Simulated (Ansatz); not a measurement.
# CaO (Lime, Fm-3m): phonons and vibrational spectra, part 2 of 3

Task: relax CaO (Lime, Fm-3m), then find its harmonic phonons.

Ansatz 0.2.0; DFT LDA, scalar-relativistic, plane waves, PAW.

So far. Step 3 (Relaxing to small forces for the phonons): The forces vanish by symmetry and the pressure is 0.001 GPa, within the tolerances set. The cell now holds 13.04 Å³/atom. The relaxed cell has a = 4.708 Å (conventional setting).

## 4. Linear response at the zone centre

The zone centre comes first: it holds the modes that light can see, as far as symmetry allows. The response to a homogeneous field gives the Born charges and the dielectric tensor, and its change with displacement the Raman tensors.

Contents of input.yaml:

```yaml
crystal:
  lattice:
    - [0.0, 2.3539031613, 2.3539031613]
    - [2.3539031613, 0.0, 2.3539031613]
    - [2.3539031613, 2.3539031613, 0.0]
  atoms:
    - { symbol: Ca, position: [0.0, 0.0, 0.0] }
    - { symbol: O, position: [0.5, 0.5, 0.5] }
kpoints:
  mp_grid: { grid: [8, 8, 8] }
hamiltonian:
  xc: lda
scf:
  occupations: { method: fixed }
output:
  eigenvalues: true
phonons:
  method: dfpt
  dielectric: true
  rigid_motions: translations
  raman: true
```

On the command line:

```sh
$ ansatz run input.yaml --threads 4 --pin off --max-ram 7168MiB --backend cpu --events-out ev --progress --plain --runs-dir out
```

Numbers of over 12 decimals in the logs are rounded to 6 here.

What it wrote:

```text
[...]
Crystal: 2 atoms, lattice volume = 26.085 Å³
Basis set: ecut = 420 eV, 531 PW (Γ), exchange–correlation on 48×48×48 points (8 copies of the dense FFT grid, shifted against one another)
Bands: 12, of which v1, the nominal top of the filled ones, is band 8 counted from 1 (7 counted from 0)
Symmetry: 48 space group operations
k-points: 59 of 512 (irreducible under 8 space group operations, time reversal used)
[...]
SCF iter   1: F=—  HF=-2331.659075 eV  |F-HF|=—  |Δ(HF+E_count)|=         —  Δρ=1.71e-2  dr2=7.32e-2  ethr=1.77e-3  ⟨swp⟩=4.7  Hψ=4215  notcnv=0  defer=16
[...]
SCF iter   8: F=-2331.639774 eV  HF=-2331.639774 eV  |F-HF|=0.00e0  |Δ(HF+E_count)|=  1.50e-11  Δρ=2.88e-8  dr2=1.15e-13  ethr=1.00e-12  ⟨swp⟩=4.0  Hψ=2776  notcnv=0
SCF 1 converged in 8 iterations: F = -2331.639774 eV  dr2 = 1.15e-13
[...]
DFPT response loops at Γ: preconditioner auto → none (the input reference at scf.mixing.eps_inf says where Resta's filter doesn't serve); β = 0.50; Broyden in place of MSR1
── the response to a field inside a basis, on 8×8×8 k-points: an SCF that follows is theirs, and a resumed run solves both again ──
Bands: 9, of which v1, the nominal top of the filled ones, is band 8 counted from 1 (7 counted from 0)
k-points: 60 of 512 (irreducible under 12 space group operations)
[...]
Eigensolver: Dense (60 Hₖ)
SCF iter   1: F=—  HF=-2331.644034 eV  |F-HF|=—  |Δ(HF+E_count)|=         —  Δρ=8.40e-4  dr2=2.70e-5  ethr=1.00e-1
[...]
SCF iter   6: F=-2331.644028 eV  HF=-2331.644028 eV  |F-HF|=4.55e-13  |Δ(HF+E_count)|=  2.50e-11  Δρ=1.51e-7  dr2=2.01e-12  ethr=5.99e-12
SCF 1 converged in 6 iterations: F = -2331.644028 eV  dr2 = 2.01e-12
[...]
SCF converged after 8 iterations
Free energy (F): -2331.639774 eV
[...]
Internal energy: -2331.639774 eV  (E = F + TS)
E sigma→0 (E₀):  -2331.639774 eV
Fermi energy:    7.995496 eV
[...]
--- Band table (eV; the first three rows and the last of 59) ---
  k-point 0: bands = [... 4 lower, -7.3318, 7.9955, 7.9955, 7.9955, 13.0843, 14.2656, 14.2656, 14.2656]
  k-point 1: bands = [... 4 lower, -7.0262, 7.4276, 7.7565, 7.7565, 13.7773, 14.2294, 14.5561, 14.5561]
  k-point 2: bands = [... 4 lower, -6.4512, 6.3519, 7.2502, 7.2502, 14.3166, 15.2650, 15.3221, 15.3221]
  k-point 58: bands = [... 4 lower, -6.5528, 6.5884, 6.9281, 6.9281, 14.3836, 14.3836, 16.8166, 17.9662]
--- Phonons (Γ-DFPT): 2 representative perturbations + reference, on 59 of 512 k-points (Σ response iterations 6) ---
  k mesh reduced under 8 symmetry operations, with k and −k counted as one. Each operation leaves every solved perturbation unchanged. A smaller set is not considered because the run solves the response to a homogeneous field
  ASR residual: 3.360e-5 → 0.000e0 eV/Å²; symmetrization residual: 1.243e-6 eV/Å²
  ASR residual per site (eV/Å²): 3.36e-5 9.24e-6
  Γ frequencies (cm⁻¹): 0.00 0.00 0.00 290.42 290.42 290.42
  ε∞ (high-frequency dielectric tensor):
        3.880864     0.000000     0.000000
        0.000000     3.880864     0.000000
        0.000000     0.000000     3.880864
  ε⁰ (static dielectric tensor: ions relaxed, cell fixed):
       14.911721     0.000000    -0.000000
        0.000000    14.911721     0.000000
       -0.000000     0.000000    14.911721
  ε⁰ − ε∞ (ionic part):
       11.030857     0.000000    -0.000000
        0.000000    11.030857     0.000000
       -0.000000     0.000000    11.030857
  softest optical mode at Γ: 290.42 cm⁻¹; the repairs (sum rule, projections) moved no ω² at Γ by more than (0.60 cm⁻¹)²
  Born effective charges Z* (e; rows j = field, columns β = displacement):
    site 0:
         2.37475    0.00000    0.00000
        -0.00000    2.37475   -0.00000
        -0.00000    0.00000    2.37475
    site 1:
        -2.37475   -0.00000   -0.00000
         0.00000   -2.37475    0.00000
         0.00000   -0.00000   -2.37475
  Z* charge neutrality: 2.594e-4 e pre-enforcement
  solved inside a basis spanned on kpoints, on 8×8×8 k-points: ε∞ is read to err by 8.8e-3, Z* by 1.1e-2 e (field_mesh: kpoints solves on kpoints); Z* is corrected for what the basis lacks
  Raman tensors (in the event stream and the table raman_tensors.tsv): an entry may err by 2.2e-4 Å², one of the second-order susceptibility by 6.3e-20 pm/V (basis, points and sum rule); their sum over the sites missed zero by 6.041e-22 Å² ahead of its enforcement
  optical modes at Γ without the LO–TO term, one row a degenerate level:
      ω (cm⁻¹)  modes    IR ((D/Å)²/amu)  static Raman (Å⁴/amu)  depolarisation
        290.42      3            34.1354                 0.0000               —
  optical modes at Γ + LO–TO along q̂ = [1.0000, 0.0000, 0.0000]:
      ω (cm⁻¹)  modes    IR ((D/Å)²/amu)  static Raman (Å⁴/amu)  depolarisation
        290.42      2            22.7569                 0.0000               —
        569.27      1            11.3785                 0.0000               —
  optical modes at Γ + LO–TO along q̂ = [0.0000, 1.0000, 0.0000]:
      ω (cm⁻¹)  modes    IR ((D/Å)²/amu)  static Raman (Å⁴/amu)  depolarisation
        290.42      2            22.7569                 0.0000               —
        569.27      1            11.3785                 0.0000               —
  optical modes at Γ + LO–TO along q̂ = [0.0000, 0.0000, 1.0000]:
      ω (cm⁻¹)  modes    IR ((D/Å)²/amu)  static Raman (Å⁴/amu)  depolarisation
        290.42      2            22.7569                 0.0000               —
        569.27      1            11.3785                 0.0000               —
```

Wall time 45 s (4 threads of Arm Neoverse N1, shared host); peak memory 0.53 GiB; 2.7 min of CPU time.

Reading the cycles: dr2 is the Hartree energy of the density residual (eV), the measure of convergence; HF is the Harris–Foulkes estimate of the energy, which meets the free energy F at convergence.

Numbers from this step:

```yaml
sum_rule_residual_before_enforcement: 3.36e-5 eV/Å²
miss_of_the_charge_sum_rule: 2.59e-4 e
estimated_error_of_the_dielectric_tensor: 0.008822
estimated_error_of_the_born_charges: 0.01076 e
point_group: m-3m
highest_optical_mode_at_the_zone_centre_no_lo_to_term: 290.4 cm⁻¹
lowest_optical_zone_centre_mode: 290.4 cm⁻¹
mean_high_frequency_dielectric_constant: 3.881
largest_born_charge_third_of_the_trace: 2.375 e
mean_static_dielectric_constant: 14.91
top_of_the_zone_centre_spectrum_with_the_field: 569.3 cm⁻¹
```

Without the LO-TO term. Patterns of degenerate modes are one choice out of their space. Modes at Γ, with each element's share of the kinetic energy:

```
mode  frequency (cm⁻¹)  symmetry  Ca %  O %
   1               0.0  acoustic    71   29
   2               0.0  acoustic    71   29
   3               0.0  acoustic    71   29
   4             290.4       T1u    29   71
   5             290.4       T1u    29   71
   6             290.4       T1u    29   71
```

Displacements in mode 6 (290.4 cm⁻¹), the largest set to 1:
```
Ca1  0.00  0.00 -0.40
O2   0.00  0.00  1.00
```

Optical modes at the zone centre, without and with the macroscopic field of the longitudinal modes; each column is sorted by frequency, so a row need not hold one and the same mode. Modes with and without the field, by row:

```
rank among optical modes  no field (cm⁻¹)  q along (1, 0, 0) (cm⁻¹)
                       1            290.4                     290.4
                       2            290.4                     290.4
                       3            290.4                     569.3
```

Born charge (rows field, columns displacement) (e), principal values of the symmetric part by kind of site:

```
atom  atoms with these values    low  middle   high   mean
 Ca1                        1   2.37    2.37   2.37   2.37
  O2                        1  -2.37   -2.37  -2.37  -2.37
```

In full for O2:

```
-2.37  0.00  0.00
 0.00 -2.37  0.00
 0.00  0.00 -2.37
```

High-frequency dielectric tensor:

```
3.88 0.00 0.00
0.00 3.88 0.00
0.00 0.00 3.88
```

Static dielectric tensor (ions relaxed, fixed cell):

```
14.91  0.00  0.00
 0.00 14.91  0.00
 0.00  0.00 14.91
```

Transverse modes. Lines of the infrared spectrum (strongest = 100):

```
position (cm⁻¹)  label  relative intensity
            290    T1u                 100
```

Before it was imposed, the acoustic sum rule was missed by 3.4e-5 eV/Å² and the charge sum rule by 2.6e-4 e. Small misses are needed for a sound result but don't prove that mesh and cutoff are converged. The lowest optical mode is real, 290 cm⁻¹.

(Continued in part 3 of 3.)

[Logs are printed without paths, hosts, clocks, repeated set-up lines and the standing remarks that a program may print on its own settings, such as how far it seeks lower states.]

[Hosts, paths, dates, database ids (printed as entryN), source tags and the programs' standing remarks are cut or masked in the printed files.]
